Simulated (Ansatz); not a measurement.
# CoSi2 (Fm-3m): zone-centre modes under pressure, part 2 of 2

Aim: how do the optical modes of CoSi2 (Fm-3m) move with volume?

Ansatz 0.2.0; DFT LDA, scalar-relativistic, plane waves, PAW; PAW set soft_1.

So far. Step 4 (Tight relaxation): The forces vanish by symmetry and the pressure is 0.000 GPa, within the tolerances set. The cell now holds 12.23 Å³/atom.

The database entry behind the starting cell differs from later determinations by our own check (0.1 to 0.3 % short, probably kX units), so it need not match the best structure at ambient conditions.

## Step 5: Zone-centre response at rest

Phonons follow from the second derivative of the energy, found here by linear response.

The modes at rest are the reference of the series.

input.yaml

```yaml
crystal:
  lattice:
    - [0.0, 2.6370298316, 2.6370298316]
    - [2.6370298316, 0.0, 2.6370298316]
    - [2.6370298316, 2.6370298316, 0.0]
  atoms:
    - { symbol: Si, position: [0.25, 0.25, 0.25] }
    - { symbol: Si, position: [0.75, 0.75, 0.75] }
    - { symbol: Co, position: [0.0, 0.0, 0.0] }
kpoints:
  mp_grid: { grid: [16, 16, 16] }
hamiltonian:
  xc: lda
  pseudopotentials: { kind: paw, azcp: { folder: soft_1 }, xc_functional: pbe }
scf:
  occupations: { method: methfessel_paxton, width: 0.2 }
output:
  eigenvalues: true
phonons:
  method: dfpt
```

The run is started by

```
ansatz run input.yaml --threads 4 --pin off --max-ram 10240MiB --backend cpu --events-out ev --progress --plain --runs-dir out
```

Numbers of over 12 decimals in the logs are rounded to 6 here.

Log:

```text
zone centre: on kpoints.mp_grid the ground state, and the responses unless they are solved on pairs of k-points, stand on 349 of the mesh's 4096 k-points, reduced under 8 symmetry operations, with k and −k counted as one. Each operation leaves every solved displacement unchanged or reverses it
[...]
Crystal: 3 atoms, lattice volume = 36.675 Å³
Basis set: ecut = 420 eV, 725 PW (Γ), exchange–correlation on 50×50×50 points (8 copies of the dense FFT grid, shifted against one another)
Bands: 17, of which v1, the nominal top of the filled ones, is band 13 counted from 1 (12 counted from 0)
Symmetry: 48 space group operations
k-points: 349 of 4096 (irreducible under 8 space group operations, time reversal used)
[...]
SCF iter   1: F=—  HF=-6283.241024 eV  |F-HF|=—  |Δ(HF+E_count)|=         —  Δρ=1.40e-1  dr2=8.20e0  ethr=3.10e-3  ⟨swp⟩=5.0  Hψ=30118  notcnv=0
[...]
SCF iter  10: F=-6281.925962 eV  HF=-6281.925962 eV  |F-HF|=4.55e-12  |Δ(HF+E_count)|=  4.18e-10  S|Δr|=    0.00e0  Δρ=1.93e-7  dr2=7.47e-12  ethr=1.00e-12  ⟨swp⟩=5.9  Hψ=32242  notcnv=0
SCF 1 converged in 10 iterations: F = -6281.925962 eV  dr2 = 7.47e-12
[...]
DFPT response loops at Γ: preconditioner auto → Kerker (q_TF=auto, 2.559 Å⁻¹) (partly filled bands, converged f_vac=0.000); β = 1.00, the filter's whole step (`scf.mixing.beta` (0.50) is not read by the response loops under this deck's `scf.mixing.preconditioner`; to damp them name `kerker` or `kerker_dos`, under which they read `scf.mixing.beta`, and type it under 1.00, their step now; both keys bind the ground state too); Broyden in place of MSR1
SCF converged after 10 iterations
[...]
Free energy (F): -6281.925962 eV
[...]
Internal energy: -6281.926791 eV  (E = F + TS)
E sigma→0 (E₀):  -6281.926170 eV
Entropy (-TS):   0.000829 eV (0.276 meV/atom)
Fermi energy:    13.348450 eV
[...]
--- Band table (eV; the first three rows and the last of 349) ---
  k-point 0: bands = [... 9 lower, 11.3010, 14.4779, 16.8384, 16.8384, 16.8384, 16.9820, 16.9820, 16.9820]
  k-point 1: bands = [... 9 lower, 11.2816, 14.5158, 15.7657, 16.3235, 16.3235, 17.5275, 17.5275, 18.1103]
  k-point 2: bands = [... 9 lower, 11.2322, 14.1487, 15.2732, 15.7618, 15.7618, 17.9915, 17.9915, 18.7199]
  k-point 348: bands = [... 9 lower, 10.9095, 11.2381, 11.7949, 12.6429, 17.1985, 17.1985, 19.2320, 20.1384]
--- Phonons (Γ-DFPT): 2 representative perturbations + reference, on 349 of 4096 k-points (Σ response iterations 6) ---
  k mesh reduced under 8 symmetry operations, with k and −k counted as one. Each operation leaves every solved displacement unchanged or reverses it
  ASR residual: 4.199e-5 → 0.000e0 eV/Å²; symmetrization residual: 6.781e-7 eV/Å²
  ASR residual per site (eV/Å²): 4.20e-5 4.20e-5 6.79e-6
  Γ frequencies (cm⁻¹): 0.00 0.00 0.00 347.60 347.60 347.60 348.13 348.13 348.13
  non-analytic LO–TO correction: not included (Born effective charges unavailable; polar crystals: no LO–TO splitting at Γ)
```

Run time: 14 s. Hardware: 4 threads of AMD EPYC 7B13 (Zen 3), shared host; peak memory 0.95 GiB.

In the SCF lines HF is the Harris–Foulkes energy and dr2 the Hartree energy of the density residual, in eV; the loop may stop once dr2 is under the threshold and the program's other checks hold. Hψ counts applications of the Hamiltonian.

Numbers from this step:

```
sum-rule residual before enforcement                    : 4.20e-5 eV/Å²
point group                                             : m-3m
highest optical mode at the zone centre (no LO-TO term) : 348.1 cm⁻¹
lowest optical zone-centre mode                         : 347.6 cm⁻¹
```

Patterns of degenerate modes are one choice out of their space. Modes at Γ, with each element's share of the kinetic energy:

```tsv
mode	frequency (cm⁻¹)	symmetry	Si %	Co %
1	0.0	acoustic	49	51
2	0.0	acoustic	49	51
3	0.0	acoustic	49	51
4	347.6	T2g	100	0
5	347.6	T2g	100	0
6	347.6	T2g	100	0
7	348.1	T1u	51	49
8	348.1	T1u	51	49
9	348.1	T1u	51	49
```

Displacements in mode 5 (347.6 cm⁻¹), the largest set to 1:
```
Si1 -0.16 -1.00 -0.79
Si2  0.16  1.00  0.79
Co3  0.00  0.00  0.00
```

Displacements in mode 7 (348.1 cm⁻¹), the largest set to 1:
```
Si1  0.25  0.20 -1.00
Si2  0.25  0.20 -1.00
Co3 -0.24 -0.19  0.95
```

Before it was imposed, the acoustic sum rule was missed by 4.2e-5 eV/Å². Small misses are needed for a sound result but don't prove that mesh and cutoff are converged. The lowest optical mode is real, 348 cm⁻¹.

## Step 6: Ground state of a member: 1.06 times the volume at rest

The cell is set to 1.06 times the volume at rest; symmetry leaves nothing else free, so this is a single point.

input.yaml, the sections that differ from step 5:

```yaml
crystal:
  lattice:
    - [0.0, 2.6887494294, 2.6887494294]
    - [2.6887494294, 0.0, 2.6887494294]
    - [2.6887494294, 2.6887494294, 0.0]
  atoms:
    - { symbol: Si, position: [0.25, 0.25, 0.25] }
    - { symbol: Si, position: [0.75, 0.75, 0.75] }
    - { symbol: Co, position: [0.0, 0.0, 0.0] }
output:
  forces: true
  stress: true
  eigenvalues: true
# kpoints, hamiltonian, scf: as in step 5
# phonons: removed
```

Log:

```text
[...]
Crystal: 3 atoms, lattice volume = 38.876 Å³
Basis set: ecut = 420 eV, 749 PW (Γ)
Bands: 17, of which v1, the nominal top of the filled ones, is band 13 counted from 1 (12 counted from 0)
Symmetry: 48 space group operations
[...]
k-points: 145 of 4096
[...]
SCF iter   1: F=—  HF=-6283.249168 eV  |F-HF|=—  |Δ(HF+E_count)|=         —  Δρ=1.47e-1  dr2=9.38e0  ethr=3.10e-3  ⟨swp⟩=5.1  Hψ=12511  notcnv=0
[...]
SCF iter   9: F=-6281.850484 eV  HF=-6281.850484 eV  |F-HF|=2.75e-9  |Δ(HF+E_count)|=   2.90e-8  S|Δr|=    0.00e0  Δρ=3.08e-6  dr2=3.73e-9  ethr=4.00e-10  ⟨swp⟩=6.1  Hψ=11327  notcnv=0
SCF 1 converged in 9 iterations: F = -6281.850484 eV  dr2 = 3.73e-9
[...]
SCF converged after 9 iterations
[...]
Free energy (F): -6281.850484 eV
[...]
Internal energy: -6281.851560 eV  (E = F + TS)
E sigma→0 (E₀):  -6281.850753 eV
Entropy (-TS):   0.001076 eV (0.359 meV/atom)
Fermi energy:    12.395451 eV
[...]
--- Stress (GPa, compression-positive) ---
      -10.413266      -0.000000       0.000000
        0.000000     -10.413266      -0.000000
        0.000000       0.000000     -10.413266
  P = ⅓ Tr σ = -10.4133 GPa (-104.133 kbar)
--- Band table (eV; the first three rows and the last of 145) ---
  k-point 0: bands = [... 9 lower, 10.5474, 12.9444, 15.7944, 15.7944, 15.7944, 15.8627, 15.8627, 15.8627]
  k-point 1: bands = [... 9 lower, 10.5292, 13.0247, 14.7189, 15.2641, 15.2641, 16.4070, 16.4070, 16.9612]
  k-point 2: bands = [... 9 lower, 10.4826, 12.9776, 13.9958, 14.7170, 14.7170, 16.7901, 16.7901, 17.5608]
  k-point 144: bands = [... 9 lower, 10.1244, 10.4483, 10.9870, 11.7547, 15.9809, 15.9809, 18.2127, 18.9776]
```

It took 1.6 s on 4 threads; peak memory 0.43 GiB.

Numbers from this step:

```
pressure        : -10.41 GPa
volume per atom : 12.96 Å³
```

The forces vanish by symmetry, at a pressure of -10.41 GPa.

## Step 7: Modes of this member: 1.06 times the volume at rest

The zone-centre modes follow for 1.06 times the volume at rest.

Changes to input.yaml since step 6:

```diff
@@ -17,4 +17,4 @@
 output:
-  forces: true
-  stress: true
   eigenvalues: true
+phonons:
+  method: dfpt
```

Log:

```text
[...]
Crystal: 3 atoms, lattice volume = 38.876 Å³
Basis set: ecut = 420 eV, 749 PW (Γ), exchange–correlation on 54×54×54 points (8 copies of the dense FFT grid, shifted against one another)
Bands: 17, of which v1, the nominal top of the filled ones, is band 13 counted from 1 (12 counted from 0)
Symmetry: 48 space group operations
k-points: 349 of 4096 (irreducible under 8 space group operations, time reversal used)
[...]
SCF iter   1: F=—  HF=-6283.249184 eV  |F-HF|=—  |Δ(HF+E_count)|=         —  Δρ=1.47e-1  dr2=9.38e0  ethr=3.10e-3  ⟨swp⟩=5.1  Hψ=30216  notcnv=0
[...]
SCF iter  10: F=-6281.850484 eV  HF=-6281.850484 eV  |F-HF|=2.73e-12  |Δ(HF+E_count)|=  4.25e-10  S|Δr|=    0.00e0  Δρ=1.96e-7  dr2=8.22e-12  ethr=1.00e-12  ⟨swp⟩=5.9  Hψ=32371  notcnv=0
SCF 1 converged in 10 iterations: F = -6281.850484 eV  dr2 = 8.22e-12
[...]
SCF converged after 10 iterations
[...]
Free energy (F): -6281.850484 eV
[...]
Internal energy: -6281.851561 eV  (E = F + TS)
E sigma→0 (E₀):  -6281.850753 eV
Entropy (-TS):   0.001076 eV (0.359 meV/atom)
Fermi energy:    12.395476 eV
[...]
--- Band table (eV; the first three rows and the last of 349) ---
  k-point 0: bands = [... 9 lower, 10.5474, 12.9445, 15.7944, 15.7944, 15.7944, 15.8627, 15.8627, 15.8627]
  k-point 1: bands = [... 9 lower, 10.5292, 13.0248, 14.7189, 15.2642, 15.2642, 16.4071, 16.4071, 16.9612]
  k-point 2: bands = [... 9 lower, 10.4827, 12.9776, 13.9958, 14.7170, 14.7170, 16.7901, 16.7901, 17.5608]
  k-point 348: bands = [... 9 lower, 10.1244, 10.4483, 10.9870, 11.7547, 15.9809, 15.9809, 18.2128, 18.9776]
[...]
ASR residual: 3.231e-5 → 0.000e0 eV/Å²; symmetrization residual: 8.757e-7 eV/Å²
  ASR residual per site (eV/Å²): 3.23e-5 3.23e-5 1.05e-5
  Γ frequencies (cm⁻¹): 0.00 0.00 0.00 307.87 307.87 307.87 308.27 308.27 308.27
[...]
```

Elapsed: 15 s, on 4 threads; peak memory 0.97 GiB.

This step gave:

```
sum-rule residual before enforcement                    : 3.23e-5 eV/Å²
highest optical mode at the zone centre (no LO-TO term) : 308.3 cm⁻¹
lowest optical zone-centre mode                         : 307.9 cm⁻¹
```

Patterns of degenerate modes are one choice out of their space. The modes at Γ (shares of kinetic energy by element, %):

```tsv
mode	frequency (cm⁻¹)	symmetry	Si %	Co %
1	0.0	acoustic	49	51
2	0.0	acoustic	49	51
3	0.0	acoustic	49	51
4	307.9	T2g	100	0
5	307.9	T2g	100	0
6	307.9	T2g	100	0
7	308.3	T1u	51	49
8	308.3	T1u	51	49
9	308.3	T1u	51	49
```

The lowest optical mode is real, 308 cm⁻¹, and the highest lies at 308.3 cm⁻¹.

For the highest optical mode at the zone centre (no LO-TO term), step 5 gave 348 cm⁻¹; this run, with volume ratio 1.06, gives 308 cm⁻¹ (-11 %).

## Step 8: Ground state of a member: 0.9 times the volume at rest

The cell is set to 0.9 times the volume at rest; symmetry leaves nothing else free, so this is a single point.

input.yaml, the sections that differ from step 7:

```yaml
crystal:
  lattice:
    - [0.0, 2.5460243093, 2.5460243093]
    - [2.5460243093, 0.0, 2.5460243093]
    - [2.5460243093, 2.5460243093, 0.0]
  atoms:
    - { symbol: Si, position: [0.25, 0.25, 0.25] }
    - { symbol: Si, position: [0.75, 0.75, 0.75] }
    - { symbol: Co, position: [0.0, 0.0, 0.0] }
output:
  forces: true
  stress: true
  eigenvalues: true
# kpoints, hamiltonian, scf: as in step 7
# phonons: removed
```

Log:

```text
[...]
Crystal: 3 atoms, lattice volume = 33.008 Å³
Basis set: ecut = 420 eV, 645 PW (Γ)
Bands: 17, of which v1, the nominal top of the filled ones, is band 13 counted from 1 (12 counted from 0)
Symmetry: 48 space group operations
[...]
k-points: 145 of 4096
[...]
--- Band table (eV; the first three rows and the last of 145) ---
  k-point 0: bands = [... 9 lower, 12.7393, 17.4809, 18.7029, 18.7029, 18.7029, 19.2913, 19.2913, 19.2913]
  k-point 1: bands = [... 9 lower, 12.7175, 17.3008, 17.8985, 18.3246, 18.3246, 19.7231, 19.7231, 20.3330]
  k-point 2: bands = [... 9 lower, 12.6632, 16.1939, 17.7690, 17.7690, 17.9864, 20.3187, 20.3187, 20.8002]
  k-point 144: bands = [... 9 lower, 12.4279, 12.7557, 13.3471, 14.3636, 19.5402, 19.5402, 21.2132, 22.3748]
[key lines of the parts left out:]
SCF converged after 9 iterations
Free energy (F): -6281.643799 eV
Fermi energy:    15.199608 eV
P = ⅓ Tr σ = 27.0995 GPa (270.995 kbar)
```

The job ended after 1.4 s (4 threads; peak memory 0.41 GiB; 4.6 s of CPU time).

This step gave:

```yaml
pressure: 27.10 GPa
volume_per_atom: 11.00 Å³
```

The forces vanish by symmetry, at a pressure of 27.10 GPa.

## Step 9: Modes of this member: 0.9 times the volume at rest

The zone-centre modes follow for 0.9 times the volume at rest.

Changes to input.yaml since step 8:

```diff
@@ -17,4 +17,4 @@
 output:
-  forces: true
-  stress: true
   eigenvalues: true
+phonons:
+  method: dfpt
```

Log:

```text
[...]
Crystal: 3 atoms, lattice volume = 33.008 Å³
Basis set: ecut = 420 eV, 645 PW (Γ), exchange–correlation on 50×50×50 points (8 copies of the dense FFT grid, shifted against one another)
Bands: 17, of which v1, the nominal top of the filled ones, is band 13 counted from 1 (12 counted from 0)
Symmetry: 48 space group operations
k-points: 349 of 4096 (irreducible under 8 space group operations, time reversal used)
[...]
k-point 2: bands = [... 9 lower, 12.6633, 16.1940, 17.7690, 17.7690, 17.9865, 20.3187, 20.3187, 20.8002]
  k-point 348: bands = [... 9 lower, 12.4279, 12.7558, 13.3472, 14.3636, 19.5402, 19.5402, 21.2132, 22.3748]
[...]
ASR residual: 1.634e-5 → 0.000e0 eV/Å²; symmetrization residual: 1.662e-7 eV/Å²
  ASR residual per site (eV/Å²): 6.77e-6 6.77e-6 1.63e-5
  Γ frequencies (cm⁻¹): 0.00 0.00 0.00 422.22 422.22 422.22 423.19 423.19 423.19
[...]
[key lines of the parts left out:]
SCF converged after 11 iterations
Free energy (F): -6281.643799 eV
Fermi energy:    15.199629 eV
```

The job ended after 13 s (4 threads; peak memory 0.9 GiB; 45 s of CPU time).

This step gave:

- sum-rule residual before enforcement: 1.63e-5 eV/Å²
- highest optical mode at the zone centre (no LO-TO term): 423.2 cm⁻¹
- lowest optical zone-centre mode: 422.2 cm⁻¹

Patterns of degenerate modes are one choice out of their space. Modes at Γ, with each element's share of the kinetic energy:

```tsv
mode	frequency (cm⁻¹)	symmetry	Si %	Co %
1	0.0	acoustic	49	51
2	0.0	acoustic	49	51
3	0.0	acoustic	49	51
4	422.2	T1u	51	49
5	422.2	T1u	51	49
6	422.2	T1u	51	49
7	423.2	T2g	100	0
8	423.2	T2g	100	0
9	423.2	T2g	100	0
```

The lowest optical mode is real, 422 cm⁻¹, and the highest lies at 423.2 cm⁻¹.

For the highest optical mode at the zone centre (no LO-TO term), step 5 gave 348 cm⁻¹; this run, with volume ratio 0.9, gives 423 cm⁻¹ (+22 %).

## Step 10: The series together

The members are set side by side, also those not shown above.

Each row is one cell with its response, relaxed at fixed volume as far as symmetry leaves anything free; energies are extrapolated to zero smearing, and E0 is that at rest; shape and atoms are relaxed in each cell where symmetry leaves them free; all runs use 16×16×16 k points and Methfessel-Paxton smearing of 0.2 eV. State of the crystal along the series:

```tsv
volume ratio	V (Å³/atom)	pressure (GPa)	E - E0 (meV/atom)
0.9	11	27.1	94.07
0.92	11.25	20.44	57.89
0.94	11.49	14.47	31.33
0.96	11.74	9.112	13.41
0.98	11.98	4.309	3.234
0.99	12.1	2.095	0.7956
1	12.22	-2.63e-5	0
1.02	12.47	-3.861	2.994
1.04	12.71	-7.319	11.57
1.06	12.96	-10.41	25.14
```

Each mode is tracked from rest by its pattern, and modes that stay within 0.3 cm⁻¹ of each other stand once; shape and atoms are relaxed in each cell where symmetry leaves them free; all runs use 16×16×16 k points and Methfessel-Paxton smearing of 0.2 eV. Optical modes along the series:

```tsv
V (Å³/atom)	mode 4 (cm⁻¹)	mode 7 (cm⁻¹)
11	423.2	422.2
11.25	407	406.5
11.49	391.4	391.3
11.74	376.3	376.5
11.98	361.7	362.1
12.1	354.6	355.1
12.22	347.6	348.1
12.47	333.9	334.5
12.71	320.7	321.2
12.96	307.9	308.3
```

From cubic fits (parabolas where under five rows exist) of ln ω and P against ln V through the rows within about 4 % of rest: γ = −d ln ω / d ln V and dω/dP = γ ω / B. Slopes at rest:

```tsv
mode	fitted frequency at rest (cm⁻¹)	Grüneisen parameter γ	dω/dP (cm⁻¹/GPa)
mode 4	347.6	1.99	3.4
mode 7	348.1	1.98	3.38
```

## Step 11: Results

| Property | Result |
| --- | --- |
| members | 10 |
| highest optical mode at the zone centre (no LO-TO term), at rest | 348.1 cm⁻¹ |
| bulk modulus at rest | 204 GPa |
| mode 4, γ | 1.99 |
| mode 7, γ | 1.98 |

**Reading.** The series spans -10.4 to 27.1 GPa, and the slope at rest gives a bulk modulus of 204 GPa. Among the modes in the table of slopes γ runs from 1.98 (mode 7) to 1.99 (mode 4). One k mesh and one cutoff serve the ground states and modes of all volumes. These are harmonic frequencies at zero temperature: anharmonic shifts, linewidths and thermal expansion are left out. With no gap, or one that is small against the smearing, the frequencies hang on the k mesh and the smearing, most of all near Kohn anomalies. The runs are without spin polarisation, although the cell has an odd electron count. The PAW files were made for PBE; the program adapts parts of them to the functional of the run, but their partial waves stay those of PBE, an approximation that was not tested in this session. Only the zone centre was solved, so an instability at another wavevector cannot show here.

[Logs are printed without paths, hosts, clocks, repeated set-up lines and the standing remarks that a program may print on its own settings, such as how far it seeks lower states.]

[Hosts, paths, dates, database ids (printed as entryN), source tags and the programs' standing remarks are cut or masked in the printed files.]
